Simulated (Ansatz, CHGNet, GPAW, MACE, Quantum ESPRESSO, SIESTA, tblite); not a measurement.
# What went wrong? tblite on random packing of 64AlN-36Al2O3 (mol %) (86 atoms)

Program: tblite 0.8.0, a calculation on a cell of 38 Al, 18 N and 30 O, 10.7 Å³ an atom.

Input file run.py:

```python
import numpy as np
from ase.io import read
from tblite.ase import TBLite

atoms = read("structure.xyz")
atoms.calc = TBLite(method="GFN1-xTB", electronic_temperature=580, accuracy=1.0, max_iterations=4, mixer_damping=0.4, verbosity=1)
energy = atoms.get_potential_energy()
forces = atoms.get_forces()
print(f"energy {energy:.6f} eV")
print("forces (eV/A)")
for i, (a, f) in enumerate(zip(atoms, forces)):
    print(f"{i:4d} {a.symbol:2s} {f[0]:10.5f} {f[1]:10.5f} {f[2]:10.5f}")
print("charges (e)")
print(np.array2string(atoms.get_charges(), precision=4, suppress_small=True, max_line_width=110, threshold=100000))
```

Input file structure.xyz:

```xyz
86
Lattice="9.73820 0.00000 0.00000 0.00000 9.73820 0.00000 0.00000 0.00000 9.73820" Properties=species:S:1:pos:R:3 pbc="T T T"
Al 9.64491 2.62191 2.62328
Al 0.44601 5.40519 4.59049
Al 8.71540 4.38482 7.35517
Al 8.26238 8.65745 5.15297
Al 5.53363 6.30996 6.65401
Al 4.56838 2.10209 5.04478
Al 0.48116 4.61951 0.46831
Al 2.80022 8.45285 3.49971
Al 2.26102 3.35510 6.95122
Al 2.73984 4.36018 3.32443
[... 72 atom lines left out ...]
O 9.41148 1.04023 1.16858
O 7.38730 7.55645 6.30558
O 0.49275 2.13257 5.09483
O 4.73471 5.34355 8.95340
```

The run is started by

```
$ OMP_NUM_THREADS=1 python run.py > output.txt
```

What it wrote:

```text
------------------------------------------------------------
  cycle        total energy    energy error   density error
------------------------------------------------------------
      1     -210.8895495235  -2.1097681E+02   1.0030950E+00
      2     -147.0410897025   6.3848460E+01   1.0173518E+00
      3     -54.03928458161   9.3001805E+01   1.3467100E+00
      4     -222.7183080980  -1.6867902E+02   6.6126574E-01
------------------------------------------------------------
 total:                                   5.644 sec
tblite.exceptions.TBLiteRuntimeError: SCF not converged in 4 cycles
The above exception was the direct cause of the following exception:
ase.calculators.calculator.CalculationFailed: SCF not converged in 4 cycles
```

Elapsed: 6.2 s, on 1 thread of Arm Neoverse V2, shared host; peak memory 0.13 GiB.

Banners, paths, timers and routine set-up lines are dropped from the logs unmarked, and long logs keep their key lines alone; longer cuts are marked.

Q: Name the fault.

Too few iterations: iteration limit 4.

The run ended unconverged.

[Also dropped from logs without a mark: logging warnings of Python, and SIESTA's first energy breakdown and zero terms.]

[Logs are printed without paths, hosts, clocks, repeated set-up lines and the standing remarks that a program may print on its own settings, such as how far it seeks lower states.]

[Hosts, paths, dates, database ids (printed as entryN), source tags and the programs' standing remarks are cut or masked in the printed files.]
